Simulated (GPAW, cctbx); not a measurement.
# Sb2RuAu: deformation density and structure factors from DFT

Question: by how much does bonding change the X-ray structure factors of Sb2RuAu, how firmly does DFT give the change, and what does a routine refinement make of it?

The start was made by putting kin elements into a known structure type; the compound need not exist, or be stable, in this form. All numbers below are calculated.

## Step 1: Relax the structure

The density hangs on the geometry, so cell and atoms are relaxed first, with the symmetry held. The cutoff is set higher than for the density because stress converges slowly with plane waves.

Settings: GPAW 26.7.0, PBE, 570 eV, 5×5×2 k-points (along the axes of the calculation cell), Fermi–Dirac width 0.1 eV, BFGS to 0.03 eV/Å.

```text
cell
1.0
     4.152000000    0.000000000    0.000000000
     0.000000000    4.152000000    0.000000000
     0.000000000    0.000000000    9.699000000
Au Sb Ru
2 4 2
Direct
0.000000000 0.000000000 0.500000000
0.500000000 0.500000000 0.500000000
0.500000000 0.000000000 0.678100000
0.000000000 0.500000000 0.321900000
0.000000000 0.000000000 0.000000000
0.500000000 0.500000000 0.000000000
0.500000000 0.000000000 0.243300000
0.000000000 0.500000000 0.756700000
```

```console
$ OMP_NUM_THREADS=1 mpirun -n 4 gpaw python run.py > gpaw.log
```

```text
BFGS:    0      -38.646542        3.107536
BFGS:    1      -38.914195        2.591021
BFGS:    2      -39.496652        1.151490
BFGS:    3      -39.690262        0.883430
...
BFGS:   22      -40.874492        0.143331
BFGS:   23      -40.884586        0.031309
BFGS:   24      -40.885168        0.000896
cell  4.4091 4.4091 8.3774  90.00 90.00 90.00
volume 162.855 A^3, largest force 0.001 eV/A, largest stress 0.01 GPa
```

The cell moved far, while the k-mesh and basis were chosen for the start, so the final shape may be somewhat biased.

After 24 steps the volume has changed by -2.6 % and the energy by -2.239 eV; the largest stress left is 0.01 GPa. It took 9.6 min on 4 cores of Arm Neoverse V2 (shared host), peak memory 1.7 GiB.

Relaxed structure: P4/nmm (no. 129, origin choice 1), a = 4.4091 Å, b = 4.4091 Å, c = 8.3774 Å, α = 90.00°, β = 90.00°, γ = 90.00°.

| atom | mult. | x | y | z |
| --- | --- | --- | --- | --- |
| Au1 | 2 | 0 | 0 | 1/2 |
| Sb1 | 2 | 1/2 | 0 | 0.7108 |
| Sb2 | 2 | 0 | 0 | 0 |
| Ru1 | 2 | 1/2 | 0 | 0.2034 |

## Step 2: The all-electron density

X-rays see the whole electron density, so the PAW density is rebuilt with its core regions. Subtracting spherical free atoms from the same code cancels the cores and leaves the deformation density Δρ, the part due to bonding.

Settings: PBE, 450 eV, 5×5×3 k-points (along the axes of the calculation cell), Fermi–Dirac width 0.1 eV; primitive cell of 8 atoms.

```console
$ OMP_NUM_THREADS=1 mpirun -n 4 gpaw python run.py > gpaw.log
```

```text
|iter:   1|       0s |  -42.739159 | +0.71 |       |
|iter:   2|       2s |  -41.912133 | -1.05 | -1.32 |
|iter:   3|       3s |  -40.961413 | -1.42 | -1.37 |
...
|iter:  10|      13s |  -40.512625c| -5.94 | -4.26c|
|iter:  11|      14s |  -40.512628c| -6.74 | -4.85c|
|iter:  12|      15s |  -40.512629c| -7.41c| -5.26c|
```

```text
grid (48, 48, 84)  electrons 450.000  moved by bonding 1.808 e
deformation density beyond 0.5 A of the nuclei: max 0.284, min -0.308 e/A^3
atom        x       y       z   Voronoi charge  moment
Au1    0.0000  0.0000  0.5000      0.023       0.00
Au2    0.5000  0.5000  0.5000      0.023       0.00
Sb3    0.5000  0.0000  0.7109      0.045       0.00
Sb4    0.0000  0.5000  0.2891      0.045       0.00
Sb5    0.0000  0.0000  0.0000      0.100       0.00
Sb6    0.5000  0.5000  0.0000      0.100       0.00
Ru7    0.5000  0.0000  0.2033     -0.168       0.00
Ru8    0.0000  0.5000  0.7967     -0.168       0.00
mean inner potential of superposed free atoms 24.694 V
total magnetic moment 0.000 muB
```

Deformation density in a plane through the shortest contact of the Sb atom at the origin, in 0.01 e/Å³ (clipped at ±99); x from -1.6 to 4.4 Å, y from 2.4 down to -2.4 Å:

```text
  0  -1   .   .   2  -2   1   1   1  -1  -4  -5  -1   1   1  -1
  4   9  -6  -6   3   1   0   0   1   1   1   1   1   1   1   0
  3   4   3   5   6   2   0   0   0   1   1   1   1   1   1   1
  1   3   5   7   5   1  -1   0   0   0  -2  -2   0   0   1   1
 -1  -1   0   0  -1  -3  -2   1   2   1  -5  -7   5   0   0   1
 -2  -4  -4  -2   .  -2  -2   4   6   4   6   .  26  -2  -1   2
 -1  -4  -3   .   .   .  -1   6   6  -7   .   .   .  -9  -3   1
  0  -2  -4  -3   .  -2  -2   4   6   1  17   .   3   1   0   1
  0  -1  -2  -4  -3  -5  -3   1   4   5   6  -6   0   3   1   0
  0  -1  -1  -2  -3  -3  -3   0   1   3   5   5   7   5   1   0
  0   0   0   0   0  -1  -1  -1   0   1   3   5   5   2  -1  -1
  1   0   0  -1   0   0   0  -1  -1  -1  -2  -2  -2  -2  -4  -1
  1   1  -1  -2  -1   0   0   0  -1  -2  -4  -3   .   .  -2   0
```

Atoms in or within 0.15 Å of the plane: Sb (0.0, 0.0), Ru (2.8, 0.0) Å. Dots mark points within about 0.45 Å of a nucleus; large values next to them are atomic features.

Ru gains most (-0.17 e) and Sb loses most (+0.07 e), in averages over each element's sites, which isn't the order of electronegativity: valence and coordination count too, and Voronoi cells cut space at the midplane whatever the atoms' sizes. Such charges fall far short of formal ones, since overlapping free atoms already put density on their neighbours. Along the shortest contact from the Sb atom at the map's origin, Sb–Ru at 2.79 Å, Δρ is +0.08 e/Å³ at the midpoint: a modest build-up. At the midpoints of other shortest contacts it is +0.04 (Au–Sb, 2.83 Å), +0.03 (Au–Au, 3.12 Å), 0.00 (Sb–Sb, 3.12 Å) and +0.02 (Au–Ru, 3.32 Å) e/Å³. Point values carry grid noise of about 0.01 e/Å³. The run needed 12 iterations, 23 s.

## Step 3: From the density to structure factors

The Fourier components of Δρ, added to those of the free atoms, give the static X-ray structure factors; the Mott–Bethe relation turns them into the Fourier components V of the potential that fast electrons feel.

```text
static structure factors of the conventional cell: F in electrons, V (Mott-Bethe) in volts
   h  k  l      d  |F| table  |F| free   |F| DFT   change   |V| free  |V| DFT  change %
   0  0  1  8.3774    55.493    55.442    55.273   -0.169     0.059    0.275    364.3
   0  0  2  4.1887    92.318    92.228    91.980   -0.248     2.252    2.375      5.4
   1  0  1  3.9017    13.106    13.195    13.040   -0.156     0.637    0.704     10.5
   1  1  0  3.1177    66.345    66.342    66.137   -0.205     1.001    1.057      5.6
   1  0  2  3.0368    81.807    81.766    81.915    0.149     3.919    3.880     -1.0
   1  1  1  2.9219    54.281    54.116    53.971   -0.145     0.594    0.629      5.9
   0  0  3  2.7925    52.607    52.385    52.484    0.099     0.610    0.588     -3.6
   1  1  2  2.5010   347.126   347.005   346.305   -0.700    13.415   13.538      0.9
   1  0  3  2.3591    15.667    15.740    16.087    0.347     0.565    0.511     -9.6
   2  0  0  2.2045   354.908   354.765   353.972   -0.793    13.027   13.135      0.8
   2  0  1  2.1320    50.796    50.724    50.511   -0.213     0.600    0.627      4.5
   0  0  4  2.0943   274.116   274.006   273.340   -0.666     9.458    9.540      0.9
   1  1  3  2.0801    52.063    52.020    51.857   -0.163     0.586    0.606      3.4
   2  0  2  1.9509    81.059    80.992    80.936   -0.057     1.692    1.698      0.4
```

The largest X-ray change is -0.79 e on 200, 0.2 % of |F|. For electrons V goes as (Z − F)/g², so a change of F counts against Z − F, which is small at low angle and wherever the atoms' terms cancel: |V| of 101 moves by +10.5 % (0.64 to 0.70 V) against -1.2 % in |F|. The last three rows still change by up to 0.67 e; the table stops while the angles are still low. The tabulated Hartree–Fock atoms differ from the free DFT atoms by up to 0.22 e, so the choice of reference atom matters too.

## Step 4: The functional ladder

The same geometry is run with other functionals, to see whether the bonding signal is larger than the spread between approximations. Free atoms are LDA for LDA and PBE otherwise; meta-GGAs and hybrids keep PBE cores. Any other changed setting is in the row's label.

```
   run  ΔF 200 (e)  ΔF 112 (e)  ΔF 004 (e)  q(Ru) (e)  moved (e)  time
   PBE      -0.793      -0.700      -0.666     -0.168      1.808  23 s
   LDA      -0.794      -0.692      -0.671     -0.166      1.769  23 s
r2SCAN      -0.770      -0.609      -0.679     -0.160      1.870  58 s
```

At the base's settings ΔF(200) spans -0.794 to -0.770 e, a spread of 3 % of the PBE value; over the three listed reflections the spread is at most 13 %, so sign and size hold across the functionals. The run marked unsound (too few SCF iterations) gave no density. Times are from shared hosts.

## Step 5: Refining ordinary atoms against data with bonding

Routine crystallography fits spherical atoms. To see the bias, intensities are simulated from tabulated atoms plus the DFT change ΔF, so that bonding alone can misfit (7332 reflections of the full sphere, merged to the counts below, to 0.45 Å, 1 % proportional noise plus counting noise, assumed isotropic U as listed, Δρ smeared by the mean U) and refined with cctbx over different ranges.

| range | data | R1 | GooF | U Au1 (true 0.0061) | U Sb1 (true 0.0073) | U Sb2 (true 0.0073) | U Ru1 (true 0.0077) | largest shift (Å) | Δρ max, min (e/Å³) |
| --- | --- | --- | --- | --- | --- | --- | --- | --- | --- |
| all data | 596 | 0.0048 | 0.97 | 0.0061 | 0.0073 | 0.0073 | 0.0077 | 0.0001 | 0.74, -0.63 |
| low resolution, d > 0.84 | 113 | 0.0032 | 0.93 | 0.0060 | 0.0073 | 0.0072 | 0.0077 | 0.0003 | 0.22, -0.20 |
| high order, d < 0.75 | 447 | 0.0056 | 0.97 | 0.0061 | 0.0073 | 0.0073 | 0.0077 | 0.0001 | 0.48, -0.72 |
| occupancies free, d > 0.7 | 181 | 0.0037 | 0.97 | 0.0061 | 0.0073 | 0.0074 | 0.0077 | 0.0001 | 0.35, -0.29 |

With all data GooF is 0.97, so at this noise the bonding hardly shows; the top residual peak lies 0.66 Å from Ru and 2.44 Å from Sb. No U is off by more than 3 s.u. at low resolution. With Au1 held at 1 and the scale free, the other occupancies refine to Sb1 1.000(0.001), Sb2 1.002(0.001) and Ru1 0.998(0.001), within three s.u. of full.

## Step 6: Answer

Bonding moves 1.81 e in the primitive cell of Sb2RuAu and changes the structure factors of the conventional cell in the table above by at most 0.79 e (200, 0.2 %), and among reflections above 2 % of the strongest by up to 2.2 % (103). The shortest bond, Sb–Ru, has Δρ = +0.08 e/Å³ at its midpoint. At the base's settings ΔF(200) spans -0.794 to -0.770 e, a spread of 3 % of the PBE value; over the three listed reflections the spread is at most 13 %, so sign and size hold across the functionals. With all data GooF is 0.97, so at this noise the bonding hardly shows. Limits: static density, frozen cores, no spin–orbit coupling.

[Outputs are excerpts: Python notices, other lines and further rows are left out; steps that failed or that the build refused (PBEsol, TPSS) are not shown.]

[Logs are printed without paths, hosts, clocks, repeated set-up lines and the standing remarks that a program may print on its own settings, such as how far it seeks lower states.]
